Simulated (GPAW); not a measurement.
## 1T-PdSTe monolayer: simulated STM images

Aim: Tersoff-Hamann images of 1T-PdSTe monolayer at several biases.

Method: GPAW, PAW setups; layer in a repeated cell with vacuum, relaxation of atoms and in-plane cell, in the first sound run; inputs show where later runs differ, in GPAW 26.7.0.

**1. Set-up**

The cell holds 3 atoms: 1 Te, 1 Pd and 1 S. Cell: a = 3.790 Å, b = 3.790 Å, c = 20.391 Å, α = 90.0°, β = 90.0°, γ = 120.0°. Vacuum lies along c.

Structure file:

```cif
data_structure
_symmetry_space_group_name_H-M 'P 1'
_symmetry_Int_Tables_number 1
_cell_length_a 3.7900
_cell_length_b 3.7900
_cell_length_c 20.3910
_cell_angle_alpha 90.000
_cell_angle_beta 90.000
_cell_angle_gamma 120.000
_cell_volume 253.66
loop_
_atom_site_label
_atom_site_type_symbol
_atom_site_fract_x
_atom_site_fract_y
_atom_site_fract_z
_atom_site_occupancy
Te1 Te 0.66667 0.33333 0.44137 1
Pd2 Pd 0.00000 0.00000 0.51477 1
S3 S 0.33333 0.66667 0.55863 1
```

**2. Relaxing the atoms**

Forces are removed first; all later runs use this geometry.

run.py reads:

```python
import json
import numpy as np
from ase import Atoms
from ase.filters import FrechetCellFilter
from ase.optimize import BFGS
from gpaw import GPAW, PW

slab = Atoms(
    ['Te', 'Pd', 'S'],
    positions=[
        [1.89500, 1.09408, 9.00000],
        [0.00000, 0.00000, 10.49659],
        [-0.00000, 2.18816, 11.39101]],
    cell=[[3.79, 0.0, 0.0], [-1.895, 3.28224, 0.0], [0.0, 0.0, 20.391]],
    pbc=[True, True, True])

slab.calc = GPAW(mode=PW(600), xc='PBE', kpts={'size': (9, 9, 1), 'gamma': True},
                 occupations={'name': 'fermi-dirac', 'width': 0.05}, nbands='160%',
                 convergence={'density': 1e-05}, maxiter=200,
                 symmetry={'tolerance': 1e-3}, txt='slab.txt')
result = {}
# The in-plane cell is free; stress needs a cell that repeats along all three vectors
path = []
opt = BFGS(FrechetCellFilter(slab, mask=[1, 1, 0, 0, 0, 1]), maxstep=0.2)
opt.attach(lambda: path.append((slab.get_potential_energy(), slab.positions.tolist(), slab.get_forces().tolist())))
result['relaxed'] = bool(opt.run(fmax=0.02, steps=45))
result['path'] = path
result['cell'] = slab.cell.tolist()
print('in-plane lattice', slab.cell.cellpar().round(4)[[0, 1, 5]])
energy = slab.get_potential_energy()
fermi = slab.calc.get_fermi_level()
v = slab.calc.get_electrostatic_potential().mean((0, 1)) - fermi
n = slab.calc.get_pseudo_density().mean((0, 1))
L = slab.cell[2, 2]
z = np.arange(len(v)) * L / len(v)
low, high = slab.positions[:, 2].min(), slab.positions[:, 2].max()
below, above = np.interp([low - 6.8, high + 6.8], z, v)
slopes = [np.interp(x, z, np.gradient(v, z)) for x in (low - 6.8, high + 6.8)]
eps = np.array([[slab.calc.get_eigenvalues(k, s) for k in range(len(slab.calc.get_ibz_k_points()))]
                for s in range(slab.calc.get_number_of_spins())]) - fermi
top, bottom = eps[eps < 0].max(), eps[eps > 0].min()
dipole = slab.get_dipole_moment()[2]
print(f'energy {energy:.4f} eV, Fermi level {fermi:.4f} eV, dipole {dipole:.5f} e A')
print(f'potential 6.8 A off the faces, from the Fermi level: lower {below:.4f} eV, upper {above:.4f} eV')
print(f'slope of the potential there: lower {slopes[0]:.5f}, upper {slopes[1]:.5f} eV/A')
print(f'nearest levels on the mesh: {top:.4f} and {bottom:.4f} eV')
print('magnetic moment', round(slab.get_magnetic_moment(), 3))
result.update(energy=energy, fermi=fermi, dipole=dipole, below=below, above=above, slopes=slopes, edges=[top, bottom],
              z=z.tolist(), v=v.tolist(), n=n.tolist(), positions=slab.positions.tolist(),
              forces=slab.get_forces(apply_constraint=False).tolist(), moments=slab.get_magnetic_moments().tolist())
json.dump(result, open('result.json', 'w'))
```

Launch:

```console
> OMP_NUM_THREADS=1 OPENBLAS_NUM_THREADS=1 python run.py
```

The log of the run:

```text
Step          Energy          fmax
BFGS:    0      -11.335686        2.018243
BFGS:    1      -11.455077        1.572839
BFGS:    2      -11.618222        0.169064
BFGS:    3      -11.619301        0.153039
BFGS:    4      -11.624905        0.182707
BFGS:    5      -11.628252        0.156419
BFGS:    6      -11.629882        0.080506
BFGS:    7      -11.630078        0.030719
BFGS:    8      -11.630123        0.015562
in-plane lattice [  3.8002   3.8002 120.    ]
energy -11.6298 eV, Fermi level -2.0804 eV, dipole -0.13465 e A
potential 6.8 A off the faces, from the Fermi level: lower 4.9837 eV, upper 5.3816 eV
slope of the potential there: lower -0.09526, upper -0.09537 eV/A
nearest levels on the mesh: -0.2409 and 0.2159 eV
magnetic moment 0.0
```

Run time: 24 min. Hardware: 1 thread of Arm Neoverse N1, shared host; peak memory 0.45 GiB.

Numbers from this step:

| Quantity | Value |
| --- | --- |
| dipole along the normal | -0.1347 e·Å |
| levels nearest the Fermi level on the mesh | -0.2409, 0.2159 eV from the Fermi level |

The electrostatic potential energy of an electron (without an applied field's), less the Fermi level, planar mean by z:

z (Å), electrostatic potential energy of an electron (without an applied field's), less the Fermi level, planar mean (eV) and a bar from the least value:
```
        0        5.2 #############################
        1        5.1 #############################
        2        5.0 #############################
        3        4.9 #############################
        4        4.8 #############################
        5        4.7 #############################
        6        4.6 #############################
        7        4.2 ############################
        8        0.3 #######################
        9      -17.9 
       10       -8.5 ############
       11       -6.6 ##############
       12       -2.7 ###################
       13        5.5 ##############################
       14        5.8 ##############################
       15        5.7 ##############################
       16        5.6 ##############################
       17        5.5 ##############################
       18        5.4 ##############################
       19        5.3 #############################
       20        5.2 #############################
```

Table of pseudo valence density, planar mean by z:

| z (Å) | pseudo valence density, planar mean (e/Å³) |
| --- | --- |
| 5 | 5.4e-5 |
| 6 | 7.7e-4 |
| 7 | 0.0115 |
| 8 | 0.148 |
| 9 | 0.118 |
| 10 | 0.802 |
| 11 | 0.540 |
| 12 | 0.277 |
| 13 | 0.0233 |
| 14 | 0.00109 |
| 15 | 6.1e-5 |

The relaxation lowered the energy of the cell by 0.299 eV (energies extrapolated to zero smearing; the optimiser's log prints free energies). The largest force left on a free atom is 0.016 eV/Å.

**3. Plane waves, PBE**

With the geometry fixed, the planar mean of the potential gives the vacuum level on each side.

This step: GPAW, PAW setups; slab in vacuum (GPAW 26.7.0).

The cell differs from the one that the last finished run ended in (c 20.391 → 20.617 Å).

run.py reads:

```python
import json
import numpy as np
from ase import Atoms
from ase.dft.stm import STM
from gpaw import GPAW, PW

slab = Atoms(
    ['Te', 'Pd', 'S'],
    positions=[
        [1.90011, 1.09703, 9.00000],
        [0.00000, -0.00000, 10.44199],
        [-0.00000, 2.19406, 11.61726]],
    cell=[[3.80021, 0.0, 0.0], [-1.90011, 3.29109, 0.0], [0.0, 0.0, 20.6173]],
    pbc=[True, True, False])

slab.calc = GPAW(mode=PW(400), xc='PBE', kpts={'size': (9, 9, 1), 'gamma': True},
                 occupations={'name': 'fermi-dirac', 'width': 0.05}, nbands='160%',
                 convergence={'density': 1e-05}, maxiter=200,
                 poissonsolver={'dipolelayer': 'xy'},
                 symmetry={'tolerance': 1e-3}, txt='slab.txt')
result = {}
energy = slab.get_potential_energy()
fermi = slab.calc.get_fermi_level()
v = slab.calc.get_electrostatic_potential().mean((0, 1)) - fermi
n = slab.calc.get_pseudo_density().mean((0, 1))
L = slab.cell[2, 2]
z = np.arange(len(v)) * L / len(v)
low, high = slab.positions[:, 2].min(), slab.positions[:, 2].max()
below, above = np.interp([low - 6.8, high + 6.8], z, v)
slopes = [np.interp(x, z, np.gradient(v, z)) for x in (low - 6.8, high + 6.8)]
eps = np.array([[slab.calc.get_eigenvalues(k, s) for k in range(len(slab.calc.get_ibz_k_points()))]
                for s in range(slab.calc.get_number_of_spins())]) - fermi
top, bottom = eps[eps < 0].max(), eps[eps > 0].min()
dipole = slab.get_dipole_moment()[2]
print(f'energy {energy:.4f} eV, Fermi level {fermi:.4f} eV, dipole {dipole:.5f} e A')
print(f'potential 6.8 A off the faces, from the Fermi level: lower {below:.4f} eV, upper {above:.4f} eV')
print(f'slope of the potential there: lower {slopes[0]:.5f}, upper {slopes[1]:.5f} eV/A')
print(f'nearest levels on the mesh: {top:.4f} and {bottom:.4f} eV')
print('magnetic moment', round(slab.get_magnetic_moment(), 3))
result.update(energy=energy, fermi=fermi, dipole=dipole, below=below, above=above, slopes=slopes, edges=[top, bottom],
              z=z.tolist(), v=v.tolist(), n=n.tolist(), positions=slab.positions.tolist(),
              forces=slab.get_forces(apply_constraint=False).tolist(), moments=slab.get_magnetic_moments().tolist())

# Images need the states of the whole zone, up to time reversal
slab.calc = slab.calc.fixed_density(symmetry={'point_group': False}, txt='states.txt', nbands='250%',
                                    convergence={'bands': 'CBM+1.8'})
stm = STM(slab)
result['stm'] = []
for bias in [-2.0, -1.0, 1.5]:
    height = high + 3.0
    current = stm.get_averaged_current(bias, height)
    x, y, h = stm.scan(bias, current)
    i, f = divmod(height / L * stm.ldos.shape[2], 1)
    I = abs((1 - f) * stm.ldos[:, :, int(i)] + f * stm.ldos[:, :, int(i) + 1])
    print(f'bias {bias} V: mean current at 3.0 A {current:.4e}, corrugation {np.ptp(h):.4f} A')
    result['stm'].append(dict(bias=bias, current=current, h=(h - high).tolist(), I=I.tolist()))
json.dump(result, open('result.json', 'w'))
```

The log of the run:

```text
energy -11.5620 eV, Fermi level -2.1286 eV, dipole -0.10188 e A
potential 6.8 A off the faces, from the Fermi level: lower 4.4684 eV, upper 5.9365 eV
slope of the potential there: lower 0.00005, upper -0.00007 eV/A
nearest levels on the mesh: -0.2405 and 0.2142 eV
magnetic moment 0.0
bias -2.0 V: mean current at 3.0 A 7.5377e-05, corrugation 0.5765 A
bias -1.0 V: mean current at 3.0 A 5.2091e-05, corrugation 0.4759 A
bias 1.5 V: mean current at 3.0 A 6.4702e-05, corrugation 0.3940 A
```

Wall time 4.2 min (1 thread); peak memory 0.39 GiB.

This step gave:

```
dipole along the normal                    : -0.1019 e·Å
levels nearest the Fermi level on the mesh : -0.2405, 0.2142 eV from the Fermi level
upper work function                        : 5.936 eV
lower work function                        : 4.468 eV
corrugation -2                             : 0.5765 Å
corrugation -1                             : 0.4759 Å
corrugation 1.5                            : 0.3940 Å
upper ionisation energy                    : 6.177 eV
```

The electrostatic potential energy of an electron (without an applied field's), less the Fermi level, planar mean by z:

| z (Å) | electrostatic potential energy of an electron (without an applied field's), less the Fermi level, planar mean (eV) |
| --- | --- |
| 0 | 5.20 |
| 1 | 4.47 |
| 2 | 4.47 |
| 3 | 4.47 |
| 4 | 4.47 |
| 5 | 4.47 |
| 6 | 4.45 |
| 7 | 4.22 |
| 8 | 0.839 |
| 9 | -17.9 |
| 10 | -7.85 |
| 11 | -6.77 |
| 12 | -4.03 |
| 13 | 5.43 |
| 14 | 5.91 |
| 15 | 5.94 |
| 16 | 5.94 |
| 17 | 5.94 |
| 18 | 5.94 |
| 19 | 5.94 |
| 20 | 5.94 |

The pseudo valence density, planar mean by z:

| z (Å) | pseudo valence density, planar mean (e/Å³) |
| --- | --- |
| 5 | 5.3e-5 |
| 6 | 6.8e-4 |
| 7 | 0.0102 |
| 8 | 0.132 |
| 9 | 0.111 |
| 10 | 0.720 |
| 11 | 0.586 |
| 12 | 0.292 |
| 13 | 0.0282 |
| 14 | 0.00125 |
| 15 | 6.6e-5 |

Tip height over the top atom over a1 and a2. Sample bias -2 V, constant current at the mean current 3.0 Å over the top atom.

Values in Å, 12 rows by 16 columns, each cell a mean:
```
2.71 2.78 2.87 2.95 3.02 3.08 3.11 3.13 3.13 3.11 3.07 3.00 2.93 2.84 2.75 2.70
2.80 2.89 2.97 3.05 3.11 3.15 3.17 3.18 3.17 3.14 3.09 3.01 2.93 2.84 2.76 2.74
2.92 3.00 3.08 3.14 3.18 3.21 3.22 3.21 3.18 3.14 3.08 3.00 2.92 2.84 2.80 2.83
2.99 3.07 3.14 3.18 3.22 3.24 3.24 3.21 3.17 3.13 3.06 2.97 2.90 2.85 2.85 2.91
3.05 3.12 3.17 3.20 3.22 3.23 3.21 3.18 3.13 3.07 2.99 2.92 2.87 2.86 2.90 2.96
3.07 3.13 3.16 3.19 3.19 3.19 3.17 3.14 3.07 3.00 2.93 2.88 2.85 2.87 2.92 2.98
3.05 3.10 3.13 3.14 3.14 3.12 3.09 3.04 2.97 2.91 2.86 2.82 2.83 2.87 2.93 2.98
3.01 3.05 3.06 3.07 3.06 3.03 2.99 2.95 2.90 2.85 2.81 2.80 2.82 2.87 2.92 2.96
2.93 2.94 2.95 2.94 2.93 2.91 2.89 2.86 2.84 2.82 2.82 2.82 2.84 2.86 2.88 2.91
2.84 2.84 2.84 2.84 2.84 2.85 2.85 2.86 2.87 2.87 2.87 2.87 2.86 2.85 2.84 2.84
2.72 2.72 2.74 2.77 2.82 2.87 2.91 2.94 2.95 2.96 2.95 2.92 2.89 2.84 2.78 2.74
2.68 2.70 2.75 2.82 2.90 2.96 3.00 3.03 3.04 3.03 3.01 2.97 2.91 2.84 2.76 2.70
```
Columns: a1 from 0 to 0.944; rows upwards: a2 from 0 to 0.944.

Local density of states summed over the bias window over a1 and a2. Sample bias -2 V, constant height 3.0 Å over the top atom.

Ten even steps from '0' (0.37 × 1e-4 arbitrary) to '9' (1.55 × 1e-4 arbitrary):
```
000123455554321000
001235666665321000
012456777765421000
123568898865321000
235689999865321001
346789998764321112
356799997653211112
456789876542211122
456788765432111123
456666654321111123
345555432211001122
333433322110001122
222222211110011112
111111111111111111
000000111111111100
000000112222211000
000001222332221000
000012334443321000
```
Columns: a1 from 0 to 0.944; rows upwards: a2 from 0 to 0.944.

Tip height over the top atom over a1 and a2. Sample bias -1 V, constant current at the mean current 3.0 Å over the top atom.

Ten even steps from '_' (2.75 Å) to '@' (3.22 Å):
```
__..::--==++**########**++==--::..__
..::--==**####%%%%%%####**==--::..__
::--==**##%%%%%%%%%%%%##**==--::....
--==**##%%%%@@@@@@%%%%##**==--::..::
==++##%%%%@@@@@@@@%%%%##++==--::::--
++**##%%@@@@@@@@@@%%##**++==::::::==
++##%%%%@@@@@@@@%%%%##++==--::::--==
**##%%%%@@@@@@%%%%##**==--::::::--==
**##%%%%%%%%%%%%##**++==--::::--==++
**####%%%%%%####**++==--::..::--==++
++**########**++====--::....::--====
++++******++++==----::......::----==
==============--::::........::::--==
------------::::::::::::::::::::::--
::::::::::::::::::--------::::::::::
..........::::----======----::::....
______..::--======++++======--::..__
____..::--==++++******++++==--::..__
```
Columns: a1 from 0 to 0.944; rows upwards: a2 from 0 to 0.944.

Local density of states summed over the bias window over a1 and a2. Sample bias -1 V, constant height 3.0 Å over the top atom.

Values in units of 1e-5 arbitrary, 12 rows by 16 columns, each cell a mean:
```
3.3 3.6 4.1 4.8 5.5 6.2 6.7 6.9 6.9 6.6 6.0 5.3 4.5 3.9 3.5 3.2
3.6 4.2 5.0 5.9 6.8 7.5 8.0 8.1 7.8 7.2 6.3 5.4 4.5 3.9 3.5 3.4
4.4 5.3 6.3 7.4 8.3 9.0 9.2 9.0 8.3 7.4 6.3 5.3 4.4 3.8 3.6 3.8
5.1 6.1 7.2 8.3 9.1 9.6 9.5 9.1 8.1 7.0 5.9 4.9 4.2 3.8 3.8 4.3
5.7 6.7 7.8 8.7 9.2 9.3 9.0 8.2 7.1 6.0 5.1 4.4 3.9 3.8 4.1 4.7
5.9 6.8 7.7 8.4 8.6 8.4 7.9 7.0 6.0 5.1 4.4 3.9 3.7 3.8 4.3 4.9
5.7 6.4 7.0 7.3 7.2 6.9 6.3 5.5 4.8 4.2 3.8 3.6 3.6 3.9 4.3 4.9
5.3 5.8 6.0 6.1 5.9 5.6 5.1 4.6 4.1 3.7 3.5 3.5 3.6 3.9 4.3 4.8
4.5 4.7 4.7 4.7 4.5 4.3 4.1 3.9 3.7 3.6 3.5 3.6 3.7 3.8 4.0 4.3
3.9 3.9 3.9 3.9 3.8 3.8 3.8 3.8 3.9 3.9 3.9 3.8 3.8 3.8 3.8 3.8
3.3 3.3 3.4 3.5 3.7 4.0 4.3 4.5 4.6 4.6 4.5 4.4 4.1 3.8 3.5 3.4
3.2 3.2 3.4 3.8 4.3 4.8 5.2 5.5 5.5 5.5 5.2 4.8 4.3 3.8 3.5 3.2
```
Columns: a1 from 0 to 0.944; rows upwards: a2 from 0 to 0.944.

Tip height over the top atom over a1 and a2. Sample bias 1.5 V, constant current at the mean current 3.0 Å over the top atom.

Ten even steps from '0' (2.80 Å) to '9' (3.19 Å):
```
012345677776543210
123467888887643210
234678999987643211
346789999987643212
457899999987543223
568999999986532223
578999999875432234
678999998764322234
678999987643211234
678888876432111234
567777654321001234
556665543210001234
444444332110011233
333333222111112223
222222222222222222
111112233333332211
000123344444433210
001234556665543210
```
Columns: a1 from 0 to 0.944; rows upwards: a2 from 0 to 0.944.

Local density of states summed over the bias window over a1 and a2. Sample bias 1.5 V, constant height 3.0 Å over the top atom.

Values in units of 1e-4 arbitrary, 12 rows by 16 columns, each cell a mean:
```
0.4 0.5 0.5 0.6 0.7 0.8 0.8 0.9 0.8 0.8 0.7 0.7 0.6 0.5 0.5 0.4
0.5 0.5 0.6 0.7 0.8 0.9 1.0 1.0 0.9 0.9 0.8 0.7 0.6 0.5 0.5 0.5
0.6 0.7 0.8 0.9 1.0 1.1 1.1 1.1 1.0 0.9 0.8 0.7 0.6 0.5 0.5 0.5
0.6 0.8 0.9 1.0 1.1 1.1 1.1 1.1 1.0 0.8 0.7 0.6 0.5 0.5 0.5 0.5
0.7 0.8 0.9 1.0 1.1 1.1 1.1 1.0 0.9 0.7 0.6 0.5 0.5 0.5 0.5 0.6
0.7 0.8 0.9 1.0 1.0 1.0 0.9 0.9 0.7 0.6 0.5 0.5 0.5 0.5 0.5 0.6
0.7 0.8 0.8 0.9 0.9 0.8 0.8 0.7 0.6 0.5 0.5 0.4 0.4 0.5 0.5 0.6
0.7 0.7 0.7 0.8 0.7 0.7 0.6 0.6 0.5 0.5 0.4 0.4 0.4 0.5 0.5 0.6
0.6 0.6 0.6 0.6 0.6 0.5 0.5 0.5 0.5 0.4 0.4 0.4 0.5 0.5 0.5 0.5
0.5 0.5 0.5 0.5 0.5 0.5 0.5 0.5 0.5 0.5 0.5 0.5 0.5 0.5 0.5 0.5
0.4 0.4 0.5 0.5 0.5 0.5 0.5 0.6 0.6 0.6 0.6 0.5 0.5 0.5 0.5 0.5
0.4 0.4 0.5 0.5 0.5 0.6 0.6 0.7 0.7 0.7 0.6 0.6 0.6 0.5 0.5 0.4
```
Columns: a1 from 0 to 0.944; rows upwards: a2 from 0 to 0.944.

The layer is gapped, so the Fermi level lies somewhere inside the gap, set by smearing and numerics, and these work functions are no property of the material; the band edges below the vacuum level are. The potential is flat to 7.5e-5 eV/Å where it is read, so the vacuum is wide enough.

**4. Results**

| Item | Value |
| --- | --- |
| work function, upper and lower face (Fermi level placed in the gap by the smearing) | 5.936 and 4.468 eV |
| ionisation energy from the upper face (highest filled level on the mesh) | 6.18 eV |
| electron affinity from the upper face (lowest empty Kohn-Sham level on the mesh) | 5.72 eV |
| dipole along the normal | -0.102 e Å |
| corrugation at -2 V | 0.577 Å |
| corrugation at -1 V | 0.476 Å |
| corrugation at 1.5 V | 0.394 Å |

What this shows: The corrugation at constant current is largest at -2 V, where the tip height varies by 0.58 Å over the cell. Negative sample bias images filled states, positive bias empty ones. The two faces differ by 1.5 eV, the step that the slab's dipole makes (e p/(ε0 A) gives 1.5 eV), so the dipole layer is needed. The levels nearest the Fermi level on the mesh lie 0.455 eV apart, so the slab is gapped there: the smearing puts the Fermi level inside the gap, and from either face the ionisation energy is the work function plus 0.24 eV. Both are Kohn-Sham levels on the mesh, and semilocal gaps are too small, so the affinity tends to come out too large and the ionisation energy too small. The images are of Tersoff-Hamann type: an s-wave tip, no tip-sample forces, heights closer than in a microscope. With elements this heavy, spin-orbit coupling can move band edges by tenths of an eV. The relaxation of atoms and cell ran in a fully periodic cell without the dipole layer, so the atoms of this polar layer felt a small spurious field. Biases count from a Fermi level whose place in the gap is arbitrary, so only their reach past the band edges has a meaning. The layer's cell and atoms come from the relaxation; spin-orbit coupling and temperature are left out.

[Logs are printed without paths, hosts, clocks, repeated set-up lines and the standing remarks that a program may print on its own settings, such as how far it seeks lower states.]

[Hosts, paths, dates, database ids (printed as entryN), source tags and the programs' standing remarks are cut or masked in the printed files.]
